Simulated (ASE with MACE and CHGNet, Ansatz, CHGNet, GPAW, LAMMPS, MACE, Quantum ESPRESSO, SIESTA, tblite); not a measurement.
# Machine-learned potentials runs on amorphous Hg22Cd11S33 (66 atoms)

Wanted: machine-learned potentials inputs and outputs for amorphous Hg22Cd11S33 (66 atoms), checked against a plane-wave reference.

Main program and level: ASE with MACE and CHGNet; the method is named at each step.

## 1. Set-up

The cell holds 66 atoms: 22 Hg, 11 Cd and 33 S. Its edges and angles: a = 12.107 Å, b = 12.107 Å, c = 12.107 Å, α = 90.0°, β = 90.0°, γ = 90.0°. 66 atoms (22 Hg, 11 Cd, 33 S) placed at random at 6.28 g/cm³, melted at 2500 K for 10 ps at fixed volume with the Stillinger-Weber II-VI potential (Zhou et al., Phys. Rev. B 88, 085309 (2013)). Quenched from 2500 K to 300 K at 5 K/ps and fixed volume, annealed at 1000 K for 50 ps, held 5 ps.

The yardstick, on the same geometry:

| Property | Result |
| --- | --- |
| method | Kohn-Sham DFT, PBE, SSSP efficiency 1.3.0 pseudopotentials, plane waves (Quantum ESPRESSO 7.5); sssp-pbe-1.3.0-efficiency, cutoffs 45/360 Ry, Γ point |
| r.m.s. force component | 0.4311 eV/Å |
| longest force | 1.501 eV/Å |
| pressure | -0.8817 GPa |
| time | 13 min on 4 MPI ranks of Arm Neoverse N1, shared host |
| CPU time | 51 min |

## 2. MACE MP-0b2 small potential

Method: machine-learned interatomic potential MACE MP-0b2 small, trained on PBE(+U) plane-wave data.

File run.py:

```python
import numpy as np
from ase.io import read
import mlip  # loads the published weights by name

atoms = read("structure.xyz")
atoms.calc = mlip.calc("mace-mp-0b2-small")
energy = atoms.get_potential_energy()
forces = atoms.get_forces()
print(f"energy {energy:.6f} eV")
print("forces (eV/A)")
for i, (a, f) in enumerate(zip(atoms, forces)):
    print(f"{i:4d} {a.symbol:2s} {f[0]:10.5f} {f[1]:10.5f} {f[2]:10.5f}")
stress = -atoms.get_stress(voigt=False) * 160.21766
print("stress (GPa, compression positive)")
for row in stress:
    print(" ".join(f"{x:10.4f}" for x in row))
```

File structure.xyz:

```xyz
66
Lattice="12.10720 0.00000 0.00000 0.00000 12.10720 0.00000 0.00000 0.00000 12.10720" Properties=species:S:1:pos:R:3 pbc="T T T"
Hg 2.73029 8.20783 0.96083
Hg 5.90880 1.43640 5.29593
Hg 2.28596 4.84809 7.50441
Hg 10.55203 1.12779 3.60565
Hg 6.29248 7.65889 1.21411
Hg 6.14477 4.27711 11.46346
Hg 2.33802 7.40065 5.59607
Hg 7.61882 0.58889 9.72414
Hg 1.89635 4.46271 11.11247
Hg 0.59858 4.45448 3.07123
Hg 2.35642 1.61897 5.25041
Hg 8.70786 4.09344 3.84186
Hg 0.59870 10.30807 3.30769
Hg 8.17103 10.79224 4.84470
Hg 10.46135 2.66044 11.92959
Hg 8.00468 7.96424 9.55863
Hg 5.18176 3.00537 8.39634
Hg 5.51895 11.00956 7.58613
Hg 4.29055 7.31844 9.46057
Hg 1.58750 10.42394 6.48692
Hg 8.24258 4.15204 8.07696
Hg 11.35873 3.73895 7.14761
Cd 10.57455 7.24580 5.95178
Cd 5.15210 11.36636 11.43876
Cd 4.58693 10.52624 3.41919
Cd 6.46924 7.26735 5.65031
Cd 9.72535 10.95895 0.55935
Cd 1.69428 0.70827 1.14970
Cd 9.99716 6.82713 0.89242
Cd 6.42965 1.78375 1.49282
Cd 10.82820 10.15056 8.81162
Cd 0.39130 6.83597 9.55670
Cd 1.86620 0.65791 9.28671
S 1.02596 10.44028 9.80247
S 10.80447 11.58829 6.70533
S 4.84833 8.83269 11.57267
S 4.42906 0.62413 9.30002
S 10.34572 7.71471 8.35021
S 2.19806 8.19367 8.22842
S 4.17577 0.12470 1.48156
S 4.51102 6.05493 4.76128
S 9.15232 8.99347 2.18196
S 10.41510 4.49904 1.86160
S 0.97947 2.15496 11.35256
S 5.05185 5.47633 1.76608
S 7.77282 6.28884 11.54325
S 2.12397 5.53275 1.27610
S 6.56029 8.93717 3.74209
S 8.26716 3.10065 10.50808
S 6.30712 3.42295 3.40176
S 9.66251 2.36926 5.58771
S 3.92419 11.67013 5.70310
S 4.13037 3.33602 6.01897
S 7.80793 0.46298 7.00789
S 10.65446 9.53309 4.65086
S 6.11474 8.37600 7.86060
[... 6 atom lines left out ...]
S 0.26648 7.76205 12.03141
S 8.48569 5.71787 5.88894
S 2.72218 8.86901 3.40237
S 0.15037 10.66814 0.61226
```

The run is started by

```bash
OMP_NUM_THREADS=1 python run.py > output.txt
```

The program printed:

```text
energy -153.819133 eV
forces (eV/A)
   0 Hg   -0.19169   -0.26234   -0.43497
   1 Hg    0.85545    0.47351   -0.09990
   2 Hg   -0.20344   -0.25353    0.05875
   3 Hg   -0.65838   -0.06325   -0.01266
   4 Hg    0.56355   -0.25312    0.47598
   5 Hg   -0.48562    0.04177    0.80947
   6 Hg    0.67453   -0.13443    0.24160
   7 Hg   -0.05435    1.02838   -0.01040
   8 Hg   -0.08694    0.21923    0.21592
   9 Hg    0.17780    0.74466   -0.16358
  10 Hg   -0.08295    0.38600   -0.04299
  11 Hg    0.09729   -0.01975   -0.21412
  12 Hg   -0.26525   -0.16888   -0.47442
  13 Hg   -0.27121   -0.01418    0.40109
  14 Hg    0.61850    0.20561   -0.15171
  15 Hg    0.02593   -0.23966    0.28474
  16 Hg    0.24120   -0.40563   -0.51920
  17 Hg    0.59483   -0.55710    0.23264
  18 Hg   -0.04329    0.08926   -0.22410
  19 Hg   -0.62200    0.05304    0.15927
  20 Hg   -0.12958   -0.03898   -0.28654
  21 Hg    0.03970   -0.05302   -0.17768
  22 Cd    0.06629    0.02126   -0.67018
  23 Cd   -0.08978   -0.04650   -0.39374
[...]
58 S     0.15239    0.63898    0.25234
  59 S     1.04609   -0.44918   -0.03236
  60 S    -0.04906    0.05683   -0.46357
  61 S    -0.46166   -0.59393    0.89457
  62 S    -0.46276   -0.24975   -0.58385
  63 S    -0.03557    0.02843    0.42933
  64 S    -0.57148    0.10213   -0.18347
  65 S     0.79694    0.38890    0.49159
stress (GPa, compression positive)
   -0.2242    -0.1005    -0.0207
   -0.1005    -0.0776    -0.1196
   -0.0207    -0.1196    -0.8010
```

It took 11 s on 1 thread of Arm Neoverse N1, shared host; peak memory 0.66 GiB.

Banners, paths, timers and routine set-up lines are dropped from the logs unmarked, and long logs keep their key lines alone; longer cuts are marked.

Against the reference:

- r.m.s. force component: 0.4329 eV/Å
- r.m.s. difference of force components: 174.2 meV/Å
- longest difference of force vectors: 739.5 meV/Å
- force difference over r.m.s. force: 40.41 %
- slope of forces against the reference's: 0.9227
- correlation of force components: 0.9187
- pressure: -0.3676 GPa
- pressure difference: 0.5141 GPa

Length of the force difference by element (eV/Å):

```tsv
element	atoms	mean	most
Cd	11	0.21	0.50
Hg	22	0.24	0.57
S	33	0.30	0.74
```

Local excerpt of 14 atoms (numbers count through the whole input) about S46, which bears the longest force; x, y, z are measured from there.

```tsv
atom	x	y	z	distance (Å)	bonds	Fx	Fy	Fz (eV/Å)
S46	0.00	0.00	0.00	0.00	4	0.86	1.32	-0.14
Hg6	-1.63	-2.01	-0.08	2.59	4	-0.49	0.04	0.81
Hg16	0.23	1.68	-1.98	2.61	4	0.03	-0.24	0.28
Hg5	-1.48	1.37	1.78	2.69	4	0.56	-0.25	0.48
Cd29	2.22	0.54	1.46	2.71	4	0.23	0.39	0.15
S49	0.49	-3.19	-1.04	3.39	4	0.00	-0.73	-0.81
S45	-2.72	-0.81	2.33	3.67	2	-0.03	-0.63	0.11
S36	-2.92	2.54	0.03	3.88	4	-0.62	0.29	0.14
S43	2.64	-1.79	2.43	4.01	4	-0.54	0.39	0.18
S42	1.38	2.70	2.75	4.09	2	0.12	-0.49	-0.57
Hg21	0.47	-2.14	-3.47	4.10	2	-0.13	-0.04	-0.29
Hg19	-3.48	1.03	-2.08	4.19	4	-0.04	0.09	-0.22
S59	-3.64	-1.53	-1.66	4.29	5	0.15	0.64	0.25
S38	2.57	1.43	-3.19	4.34	4	0.01	-0.38	0.79
```

Atoms are counted from 1 here, from 0 in the log.

Forces lie 40 % from the reference's, at 0.0035 times its CPU time (on 1 against 4 cores).

## 3. MACE MPA-0 medium potential

Method: machine-learned interatomic potential MACE MPA-0 medium, trained on PBE(+U) plane-wave data.

Edit run.py of step 2 so:

```diff
@@ -5,3 +5,3 @@
 atoms = read("structure.xyz")
-atoms.calc = mlip.calc("mace-mp-0b2-small")
+atoms.calc = mlip.calc("mace-mpa-0-medium")
 energy = atoms.get_potential_energy()
```

structure.xyz is that of step 2.

The program printed:

```text
energy -151.319726 eV
forces (eV/A)
   0 Hg   -0.13053   -0.26820   -0.51020
   1 Hg    0.62393    0.43302   -0.18864
   2 Hg   -0.21617   -0.25408    0.27629
   3 Hg   -0.58741    0.06895    0.13382
   4 Hg    0.60416   -0.20025    0.31273
   5 Hg   -0.40517    0.28437    0.98436
   6 Hg    0.78793   -0.28654    0.15598
   7 Hg    0.14502    0.78646    0.01970
   8 Hg   -0.15188    0.29773    0.20884
   9 Hg   -0.04973    0.62725   -0.08044
  10 Hg   -0.07280    0.34079   -0.17608
  11 Hg    0.26273   -0.09590   -0.19400
  12 Hg   -0.25969   -0.27501   -0.67567
  13 Hg   -0.02128   -0.16509    0.19963
  14 Hg    0.55731    0.19298    0.09820
  15 Hg   -0.16824   -0.31155    0.27495
  16 Hg    0.29728   -0.42768   -0.46781
  17 Hg    0.64669   -0.54122    0.25399
  18 Hg    0.09412    0.19386   -0.10689
  19 Hg   -0.63829    0.13707    0.12212
  20 Hg    0.11040    0.17182   -0.42667
  21 Hg   -0.08041   -0.19155   -0.30226
  22 Cd   -0.06771    0.00009   -0.57854
  23 Cd   -0.34362   -0.08716   -0.31164
[...]
58 S     0.18735    0.47094    0.17542
  59 S     0.97424   -0.44879    0.01601
  60 S    -0.07412    0.09212   -0.60072
  61 S    -0.37268   -0.29662    1.00625
  62 S    -0.10998   -0.44027   -0.37285
  63 S    -0.07038    0.09314    0.30350
  64 S    -0.70877    0.03359   -0.12796
  65 S     0.71380    0.46671    0.54273
stress (GPa, compression positive)
   -0.1470    -0.0512     0.0521
   -0.0512    -0.1114    -0.1360
    0.0521    -0.1360    -0.5567
```

Wall time 12 s (1 thread); peak memory 0.77 GiB.

Against the reference:

| Property | Result |
| --- | --- |
| r.m.s. force component | 0.4166 eV/Å |
| r.m.s. difference of force components | 117.8 meV/Å |
| longest difference of force vectors | 430.3 meV/Å |
| force difference over r.m.s. force | 27.34 % |
| slope of forces against the reference's | 0.9297 |
| correlation of force components | 0.9619 |
| pressure | -0.2717 GPa |
| pressure difference | 0.61 GPa |

Against the first run (40 %), the force difference from the reference is 27 %, at 1.1 times the CPU time.

## 4. CHGNet 0.3.0 potential

Method: machine-learned interatomic potential CHGNet 0.3.0, trained on PBE(+U) plane-wave data.

Edit run.py of step 3 so:

```diff
@@ -5,3 +5,3 @@
 atoms = read("structure.xyz")
-atoms.calc = mlip.calc("mace-mpa-0-medium")
+atoms.calc = mlip.calc("chgnet-0.3.0")
 energy = atoms.get_potential_energy()
```

structure.xyz is that of step 3.

The program printed:

```text
CHGNet v0.3.0 initialized with 412,525 parameters
CHGNet will run on cpu
energy -174.174805 eV
forces (eV/A)
   0 Hg   -0.48282   -0.35078   -0.41391
   1 Hg    0.59715    0.47901   -0.11241
   2 Hg    0.11891   -0.21485   -0.39011
   3 Hg   -0.40838    0.01857    0.08272
   4 Hg    0.23793   -0.20276    0.61973
   5 Hg   -0.07975    0.28919    0.63785
   6 Hg    0.78216   -0.40794    0.14388
   7 Hg    0.22435    0.63710   -0.29455
   8 Hg   -0.14764   -0.01651    0.58855
   9 Hg    0.10348    0.42381   -0.26788
  10 Hg   -0.03070    0.29036   -0.05506
  11 Hg    0.07490    0.06359   -0.32008
  12 Hg   -0.38136   -0.22191   -0.60555
  13 Hg    0.28646   -0.33770    0.09729
  14 Hg    0.34881    0.12436    0.02672
  15 Hg   -0.03291   -0.16392    0.11198
  16 Hg   -0.18982   -0.22918   -0.50379
  17 Hg    0.34226   -0.22478    0.06910
  18 Hg   -0.00958    0.32202   -0.22856
  19 Hg   -0.36872    0.08145    0.45385
  20 Hg    0.14517    0.24779   -0.24473
  21 Hg    0.02498   -0.39510   -0.20458
  22 Cd   -0.12898    0.12831   -0.57526
  23 Cd   -0.26137   -0.08487   -0.24055
[...]
58 S     0.19527    0.22233    0.06238
  59 S     0.42279   -0.17159   -0.10248
  60 S    -0.03617   -0.11664   -0.05285
  61 S    -0.31170   -0.09948    0.51034
  62 S    -0.17527   -0.51128   -0.39422
  63 S     0.05853   -0.18601    0.53688
  64 S    -0.36128    0.11588   -0.10294
  65 S     0.43133    0.39422    0.82360
stress (GPa, compression positive)
   -0.5214    -0.1076    -0.0304
   -0.1076    -0.4652    -0.0470
   -0.0304    -0.0470    -1.0310
```

Run time: 5.2 s. Hardware: 1 thread; peak memory 0.59 GiB.

Numbers from this run, and their distance from the reference:

```yaml
r_m_s_force_component: 0.3308 eV/Å
r_m_s_difference_of_force_components: 223 meV/Å
longest_difference_of_force_vectors: 818.8 meV/Å
force_difference_over_r_m_s_force: 51.73 %
slope_of_forces_against_the_reference_s: 0.6605
correlation_of_force_components: 0.8609
pressure: -0.6725 GPa
pressure_difference: 0.2092 GPa
```

Against the first run (40 %), the force difference from the reference is 52 %, at 0.48 times the CPU time.

## 5. All runs compared

Differences are against the plane-wave reference, forces as r.m.s. over components; share is that over the reference's r.m.s. force, slope the least-squares factor from reference forces to these. Total energies of different programs have different zeros and aren't compared.

```tsv
run	Δ force, r.m.s. (meV/Å)	share (%)	slope	Δ pressure (GPa)	cores	CPU time	memory (GiB)
reference	-	-	-	-	4	51 min	4.7
MACE MP-0b2 small potential	174	40.4	0.923	0.514	1	11 s	0.66
MACE MPA-0 medium potential	118	27.3	0.930	0.61	1	12 s	0.77
CHGNet 0.3.0 potential	223	51.7	0.660	0.209	1	5.2 s	0.59
```

Times of the machine-learned potentials are mostly Python's start and the loading of weights.

CPU time is summed over cores on a shared host, where runs went side by side, so it is rough. Symmetry, cutoffs, thresholds, outputs and thread counts weren't matched or tuned between programs; memory under MPI is the largest rank's times the ranks.

## 6. What came out

```yaml
nearest_in_forces: MACE MPA-0 medium potential, 27 %
its_cpu_time: 12 s
```

In words: Machine-learned potentials differ by 27 % (MACE MPA-0 medium potential) to 52 % (CHGNet 0.3.0 potential); they were trained on other programs' data. Among those trained on PBE data the slope goes as low as 0.66, with a correlation of 0.86, so directions differ as well as sizes. The reference's pressure holds the uncorrected Pulay stress of its 45 Ry basis, so small pressure differences, and their order, may be the reference's own error. Machine-learned potentials mimic data converged in k, so the reference's own k-point error enters their differences. The quench rate of 5 K/ps is many orders above laboratory rates, so the cell is likely richer in defects and strain than a real sample. The network of bonds at the start is that of the classical potential that made the cell, and needn't be the one that DFT or experiment would give. The electronic-structure runs sample only Γ, in a cell whose shortest periodic width is 12 Å, which is coarse for a cell with partly filled levels. Spin–orbit coupling is left out, which matters for the levels of the heavy elements.

[Also dropped from logs without a mark: logging warnings of Python, and SIESTA's first energy breakdown and zero terms.]

[Logs are printed without paths, hosts, clocks, repeated set-up lines and the standing remarks that a program may print on its own settings, such as how far it seeks lower states.]

[Hosts, paths, dates, database ids (printed as entryN), source tags and the programs' standing remarks are cut or masked in the printed files.]
